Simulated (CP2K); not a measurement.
Methyl acetate has these distinct O atoms: O2 (bonded to 2 C) and O5 (bonded to C).

```xyz
11

C     1.8512    0.2589    0.1075
O     0.4833    0.1657    0.5798
C    -0.4375   -0.1196   -0.3890
C    -1.8241   -0.2043    0.1969
O    -0.1417   -0.2802   -1.5611
H     1.9448    1.0601   -0.6364
H     2.4489    0.4808    0.9961
H     2.1639   -0.6890   -0.3478
H    -2.5421   -0.4270   -0.5969
H    -2.0863    0.7428    0.6860
H    -1.8603   -0.9882    0.9649
```

Their partial O K spectra (CP2K XAS_TDP, all-electron GAPW, PBEh(45%), aug-cc-pVDZ, TDA, GW2X-corrected core level, no relativity) are given in random order, each times the number of alike atoms.

Gaussian full width 0.5 eV, oscillator strength per eV, alike atoms added, rows of zeros left out:

```csv
E (eV),curve 1,curve 2
531.75,0.001,0.000
532.00,0.014,0.000
532.25,0.060,0.000
532.50,0.066,0.000
532.75,0.018,0.000
533.00,0.001,0.000
535.00,0.000,0.001
535.25,0.000,0.012
535.50,0.000,0.031
535.75,0.000,0.019
536.00,0.000,0.003
536.50,0.001,0.004
536.75,0.002,0.026
537.00,0.004,0.045
537.25,0.005,0.026
537.50,0.004,0.006
537.75,0.003,0.002
538.00,0.002,0.006
538.25,0.005,0.012
538.50,0.009,0.008
538.75,0.010,0.005
539.00,0.006,0.009
539.25,0.003,0.017
539.50,0.005,0.032
539.75,0.012,0.044
540.00,0.013,0.033
540.25,0.012,0.022
540.50,0.008,0.020
540.75,0.007,0.015
541.00,0.013,0.012
541.25,0.013,0.013
541.50,0.010,0.010
541.75,0.011,0.009
542.00,0.011,0.007
542.25,0.011,0.005
542.50,0.010,0.006
542.75,0.016,0.003
543.00,0.021,0.005
543.25,0.011,0.009
```

**Question.** Which curve belongs to which atom?

Curve 1: O5 (bonded to C), leading line at 532.39 eV (f = 0.040 an atom), ionisation energy 537.71 eV, term value 5.32 eV. Curve 2: O2 (bonded to 2 C), leading line at 535.54 eV (f = 0.017 an atom), ionisation energy 539.01 eV, term value 3.47 eV. The leading line of an atom is its first one with 35 % of the strongest within 2.5 eV of its lowest line over the strength cut. A line lies at the core ionisation energy, which rises as an atom loses charge to its neighbours or to a π system, less the term value, which is large for a low π* or σ* orbital with weight on that atom.

[Banner, clock and machine lines of the logs are left out without a mark of their own.]

[Logs are printed without paths, hosts, clocks, repeated set-up lines and the standing remarks that a program may print on its own settings, such as how far it seeks lower states.]

[Hosts, paths, dates, database ids (printed as entryN), source tags and the programs' standing remarks are cut or masked in the printed files.]
